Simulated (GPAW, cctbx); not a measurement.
## ScCd2Si2: the scripts behind a bonding study

Short scripts, each with its output. The start was made by putting kin elements into a known structure type; the compound need not exist, or be stable, in this form.

**1. Relax the structure**

```text
cell
1.0
     0.000000000   -4.183000000    0.000000000
     4.183000000    0.000000000    0.000000000
    -2.091500000    2.091500000    5.409000000
Cd Sc Si
2 1 2
Direct
0.250000000 0.750000000 0.500000000
0.750000000 0.250000000 0.500000000
0.000000000 0.000000000 0.000000000
0.383200000 0.383200000 0.766400000
0.616800000 0.616800000 0.233600000
```

```python
from ase.constraints import FixSymmetry
from ase.filters import FrechetCellFilter
from ase.io import read, write
from ase.optimize import BFGS
from ase.parallel import parprint
from gpaw import GPAW, PW, FermiDirac

atoms = read("start.vasp")
atoms.set_constraint(FixSymmetry(atoms))
atoms.calc = GPAW(mode=PW(570), xc="PBE", kpts={"size": (5, 5, 5), "gamma": True},
                 occupations=FermiDirac(0.1), maxiter=120, symmetry={"tolerance": 1e-5}, txt="relax.txt")
BFGS(FrechetCellFilter(atoms), maxstep=0.15).run(fmax=0.03, steps=40)
parprint("cell  %.4f %.4f %.4f  %.2f %.2f %.2f" % tuple(atoms.cell.cellpar()))
parprint("volume %.3f A^3, largest force %.3f eV/A, largest stress %.2f GPa" % (atoms.get_volume(), abs(atoms.get_forces()).max(), 160.218 * abs(atoms.get_stress()).max()))
atoms.set_constraint()
write("relaxed.vasp", atoms, direct=True)
```

```console
$ OMP_NUM_THREADS=1 mpirun -n 4 gpaw python run.py > gpaw.log
```

```text
gpts.py:43: UserWarning: Initial realspace grid (24,24,35) inconsistent with symmetries.
gpts.py:43: UserWarning: Initial realspace grid (24,24,35) inconsistent with symmetries.
gpts.py:43: UserWarning: Initial realspace grid (24,24,35) inconsistent with symmetries.
gpts.py:43: UserWarning: Initial realspace grid (24,24,35) inconsistent with symmetries.
gpts.py:70: UserWarning: Using symmetrized grid: (35,35,35).
gpts.py:70: UserWarning: Using symmetrized grid: (35,35,35).
gpts.py:70: UserWarning: Using symmetrized grid: (35,35,35).
gpts.py:70: UserWarning: Using symmetrized grid: (35,35,35).
            Step        Energy          fmax
BFGS:    0      -16.462252        3.332292
BFGS:    1      -16.779236        2.571996
BFGS:    2      -17.120118        1.252318
BFGS:    3      -17.165249        0.900910
BFGS:    4      -17.181437        0.853367
gpts.py:43: UserWarning: Initial realspace grid (24,24,36) inconsistent with symmetries.
gpts.py:43: UserWarning: Initial realspace grid (24,24,36) inconsistent with symmetries.
gpts.py:43: UserWarning: Initial realspace grid (24,24,36) inconsistent with symmetries.
gpts.py:43: UserWarning: Initial realspace grid (24,24,36) inconsistent with symmetries.
gpts.py:70: UserWarning: Using symmetrized grid: (36,36,36).
gpts.py:70: UserWarning: Using symmetrized grid: (36,36,36).
gpts.py:70: UserWarning: Using symmetrized grid: (36,36,36).
gpts.py:70: UserWarning: Using symmetrized grid: (36,36,36).
BFGS:    5      -17.267914        0.359655
BFGS:    6      -17.285596        0.403455
BFGS:    7      -17.293889        0.431563
gpts.py:43: UserWarning: Initial realspace grid (24,24,40) inconsistent with symmetries.
gpts.py:43: UserWarning: Initial realspace grid (24,24,40) inconsistent with symmetries.
gpts.py:43: UserWarning: Initial realspace grid (24,24,40) inconsistent with symmetries.
gpts.py:43: UserWarning: Initial realspace grid (24,24,40) inconsistent with symmetries.
gpts.py:70: UserWarning: Using symmetrized grid: (40,40,40).
gpts.py:70: UserWarning: Using symmetrized grid: (40,40,40).
gpts.py:70: UserWarning: Using symmetrized grid: (40,40,40).
gpts.py:70: UserWarning: Using symmetrized grid: (40,40,40).
BFGS:    8      -17.316185        0.449759
BFGS:    9      -17.348122        0.397361
BFGS:   10      -17.373448        0.337810
BFGS:   11      -17.395884        0.154144
BFGS:   12      -17.399136        0.043682
BFGS:   13      -17.399260        0.008705
cell  4.0564 4.0564 6.7384  107.52 107.52 90.00
volume 100.328 A^3, largest force 0.008 eV/A, largest stress 0.02 GPa
```

Time: 3.3 min on 4 cores of Intel(R) Xeon(R) Platinum 8488C (Sapphire Rapids) (shared host), peak memory 1.4 GiB.

**2. Build the all-electron density and subtract free atoms**

```text
cell
1.0
     0.000000000   -4.056367900    0.000000000
     4.056367900    0.000000000    0.000000000
    -2.028183950    2.028183950    6.097430610
Cd Sc Si
2 1 2
Direct
0.250000000 0.750000000 0.500000000
0.750000000 0.250000000 0.500000000
0.000000000 0.000000000 0.000000000
0.405964950 0.405964950 0.811929900
0.594035050 0.594035050 0.188070100
```

```python
import numpy as np
from ase.io import read
from ase.units import Bohr
from gpaw import GPAW, PW, FermiDirac
from gpaw.calculator import GPAW as OldGPAW
from gpaw.mpi import serial_comm, world
from scipy.special import erfc
from scipy.spatial import cKDTree

atoms = read("cell.vasp")
atoms.calc = GPAW(mode=PW(450), xc="PBE", kpts={"size": (6, 6, 6), "gamma": True},
                 occupations=FermiDirac(0.1), maxiter=120, symmetry={"tolerance": 1e-5}, txt="scf.txt")
atoms.get_potential_energy()
rho = atoms.calc.get_all_electron_density(gridrefinement=2)
moments = atoms.get_magnetic_moments() if atoms.calc.get_number_of_spins() == 2 else np.zeros(len(atoms))
total = atoms.get_magnetic_moment() if moments.any() else 0.0
if world.rank == 0:
    free = OldGPAW(mode=PW(450), xc="PBE", txt=None, communicator=serial_comm)
    neutral = atoms.copy()
    neutral.set_initial_magnetic_moments(None)
    free.initialize(neutral)
    free.set_positions(neutral)
    drho = rho - free.get_all_electron_density(gridrefinement=2)
    # GPAW starts from confined atoms: exchange their smooth part for that of the datasets' free atoms
    h = np.stack(np.meshgrid(*[np.fft.fftfreq(n, 1 / n) for n in drho.shape], indexing="ij"), -1)
    gabs = np.linalg.norm(h @ atoms.cell.reciprocal(), axis=-1)
    tails = np.fft.fftn(free.get_pseudo_density(gridrefinement=2))
    g, form, v0 = np.linspace(0, gabs.max(), 1500), {}, 0
    for e in set(atoms.symbols):
        idx = atoms.symbols.search(e)
        d = free.setups[idx[0]].data
        r, w = d.rgd.r_g * Bohr, d.rgd.r_g**2 * d.rgd.dr_g
        j0 = np.sinc(2 * g[:, None] * r)
        smooth = sum(f * p**2 for f, p in zip(d.f_j, d.phit_jg)) + np.sqrt(4 * np.pi) * d.nct_g
        full = sum(f * p**2 for f, p in zip(d.f_j, d.phi_jg)) + np.sqrt(4 * np.pi) * d.nc_g
        phase = sum(np.exp(-2j * np.pi * h @ s) for s in atoms.get_scaled_positions()[idx])
        tails -= np.interp(gabs, g, j0 @ (smooth * w)) * phase * drho.size / atoms.get_volume()
        form[e] = j0 @ (full * w)
        v0 += 2 * np.pi / 3 * 14.3996 * (full * w * r**2).sum() * len(idx)  # V A^3
    tails *= 0.5 * erfc((gabs - 1.8) / 0.25)  # the tails differ at long wavelengths alone
    drho += np.fft.ifftn(tails).real  # crystal minus superposed spherical free atoms
    np.save("drho.npy", drho)
    dv = atoms.get_volume() / drho.size
    print("grid", drho.shape, " electrons %.3f" % (rho.sum() * dv), " moved by bonding %.3f e" % (abs(drho).sum() * dv / 2))
    pts = np.indices(drho.shape).reshape(3, -1).T / drho.shape @ atoms.cell
    shifts = (np.indices((3, 3, 3)).reshape(3, -1).T - 1) @ atoms.cell
    images = (atoms.positions[None] + shifts[:, None]).reshape(-1, 3)
    dist, idx = cKDTree(images).query(pts, k=4)
    out = drho.ravel()[dist[:, 0] > 0.5]
    print("deformation density beyond 0.5 A of the nuclei: max %.3f, min %.3f e/A^3" % (out.max(), out.min()))
    tie = dist < dist[:, :1] + 1e-4
    q = -np.bincount((idx % len(atoms))[tie], (drho.ravel()[:, None] / tie.sum(1, keepdims=True) * tie)[tie], len(atoms)) * dv
    print("atom        x       y       z   Voronoi charge  moment")
    for a, s, c, m in zip(atoms, atoms.get_scaled_positions(), q, moments):
        print("%-2s%-3d %7.4f %7.4f %7.4f %10.3f %10.2f" % (a.symbol, a.index + 1, *s, c, m))
    np.savez("free.npz", g=g, **form)
    print("mean inner potential of superposed free atoms %.3f V" % (v0 / atoms.get_volume()))
    print("total magnetic moment %.3f muB" % total)
```

```console
$ OMP_NUM_THREADS=1 mpirun -n 4 gpaw python run.py > gpaw.log
```

```text
gpts.py:43: UserWarning: Initial realspace grid (20,20,35) inconsistent with symmetries.
gpts.py:43: UserWarning: Initial realspace grid (20,20,35) inconsistent with symmetries.
gpts.py:43: UserWarning: Initial realspace grid (20,20,35) inconsistent with symmetries.
gpts.py:43: UserWarning: Initial realspace grid (20,20,35) inconsistent with symmetries.
gpts.py:70: UserWarning: Using symmetrized grid: (35,35,35).
gpts.py:70: UserWarning: Using symmetrized grid: (35,35,35).
gpts.py:70: UserWarning: Using symmetrized grid: (35,35,35).
gpts.py:70: UserWarning: Using symmetrized grid: (35,35,35).
grid (70, 70, 70)  electrons 145.000  moved by bonding 0.871 e
deformation density beyond 0.5 A of the nuclei: max 0.085, min -0.073 e/A^3
atom        x       y       z   Voronoi charge  moment
Cd1    0.2500  0.7500  0.5000      0.156       0.00
Cd2    0.7500  0.2500  0.5000      0.156       0.00
Sc3    0.0000  0.0000  0.0000      0.192       0.00
Si4    0.4060  0.4060  0.8119     -0.252       0.00
Si5    0.5940  0.5940  0.1881     -0.252       0.00
mean inner potential of superposed free atoms 18.241 V
total magnetic moment 0.000 muB
```

Time: 29 s.

**3. Fourier-transform the difference**

```python
from cctbx import adptbx, crystal, miller, xray
from cctbx.eltbx import tiny_pse
import numpy as np

cs = crystal.symmetry(unit_cell=(4.0564, 4.0564, 12.1949, 90, 90, 90), space_group_symbol='Hall: -I 4 2')  # I4/mmm
atoms = [  # label, site, U (iso, or U11 U22 U33 U12 U13 U23 in A^2), occupancy
    ("Cd1", (0.5, 0, 0.25), 0.0000, 1),
    ("Sc1", (0, 0, 0), 0.0000, 1),
    ("Si1", (0, 0, 0.40596), 0.0000, 1),
]
xs = xray.structure(crystal_symmetry=cs)
for label, site, u, occ in atoms:
    u = adptbx.u_cif_as_u_star(cs.unit_cell(), u) if isinstance(u, tuple) else u
    xs.add_scatterer(xray.scatterer(label, site=site, u=u, occupancy=occ))
xs.scattering_type_registry(table="wk1995")
drho = np.load("drho.npy")
T = np.array([[0, 1, 0], [-1, 0, 0], [1, 1, 2]])  # conventional axes in terms of the primitive ones
dF = np.fft.ifftn(drho) * 200.65572  # electrons a conventional cell, indexed by primitive hkl
ms = miller.build_set(cs, anomalous_flag=False, d_min=0.9).sort("resolution")
iam = ms.structure_factors_from_scatterers(xs, algorithm="direct").f_calc()
p1 = xs.expand_to_p1()
z = np.array([tiny_pse.table(sc.scattering_type).atomic_number() for sc in p1.scatterers()])
x = np.array(p1.sites_frac())
free = np.load("free.npz")
print("static structure factors of the conventional cell: F in electrons, V (Mott-Bethe) in volts")
print("   h  k  l      d  |F| table  |F| free   |F| DFT   change   |V| free  |V| DFT  change %")
for h, d, table in list(zip(ms.indices(), ms.d_spacings().data(), iam.data()))[:16]:
    df = dF[tuple(np.rint(np.linalg.solve(T, h)).astype(int))]
    phase = np.exp(2j * np.pi * x @ h)
    f = sum(np.interp(1 / d, free["g"], free[sc.scattering_type]) * p for sc, p in zip(p1.scatterers(), phase))
    fz = (z * phase).sum()
    c = 14.3996 * d * d / (np.pi * cs.unit_cell().volume())
    v0, v1 = abs(fz - f) * c, abs(fz - f - df) * c
    print("%4d%3d%3d %7.4f %9.3f %9.3f %9.3f %8.3f %9.3f %8.3f %8s" % (h + (d, abs(table), abs(f), abs(f + df), abs(f + df) - abs(f), v0, v1, "%.1f" % (100 * (v1 / v0 - 1)) if v0 > 0.02 else "-")))
```

```console
$ python run.py
```

```text
static structure factors of the conventional cell: F in electrons, V (Mott-Bethe) in volts
   h  k  l      d  |F| table  |F| free   |F| DFT   change   |V| free  |V| DFT  change %
   0  0  2  6.0975   125.685   125.729   125.071   -0.659     2.572    3.132     21.7
   1  0  1  3.8490     2.906     2.984     3.473    0.489     0.515    0.349    -32.1
   0  0  4  3.0487   167.048   166.874   166.316   -0.558     5.784    5.902      2.0
   1  0  3  2.8713    39.978    39.944    39.860   -0.084     2.501    2.517      0.6
   1  1  0  2.8683    89.295    89.155    88.806   -0.348     0.911    0.976      7.2
   1  1  2  2.5955   203.072   202.883   202.428   -0.456     8.057    8.127      0.9
   1  0  5  2.0902    63.486    63.467    63.202   -0.265     3.349    3.375      0.8
   1  1  4  2.0891   144.104   143.932   143.425   -0.507     4.581    4.632      1.1
   0  0  6  2.0325   150.053   149.873   149.226   -0.646     4.872    4.933      1.3
   2  0  0  2.0282   208.098   207.841   207.128   -0.713     7.720    7.787      0.9
   2  0  2  1.9245   101.623   101.419   101.340   -0.079     2.313    2.320      0.3
   2  1  1  1.7943     2.239     2.244     2.003   -0.241     0.166    0.184     10.7
   2  0  4  1.6887   135.301   135.118   135.362    0.244     3.843    3.827     -0.4
   1  1  6  1.6583   127.246   127.084   127.393    0.309     3.481    3.462     -0.6
   2  1  3  1.6566    31.341    31.332    31.227   -0.106     1.372    1.379      0.5
   1  0  7  1.6007    41.879    41.861    41.724   -0.137     1.794    1.802      0.4
```

Time: 0.9 s on 1 core of Intel(R) Xeon(R) Platinum 8488C (Sapphire Rapids) (shared host), peak memory 0.08 GiB.

[Outputs are excerpts: Python notices, other lines and further rows are left out; steps that failed or that the build refused (PBEsol, TPSS) are not shown.]

[Logs are printed without paths, hosts, clocks, repeated set-up lines and the standing remarks that a program may print on its own settings, such as how far it seeks lower states.]
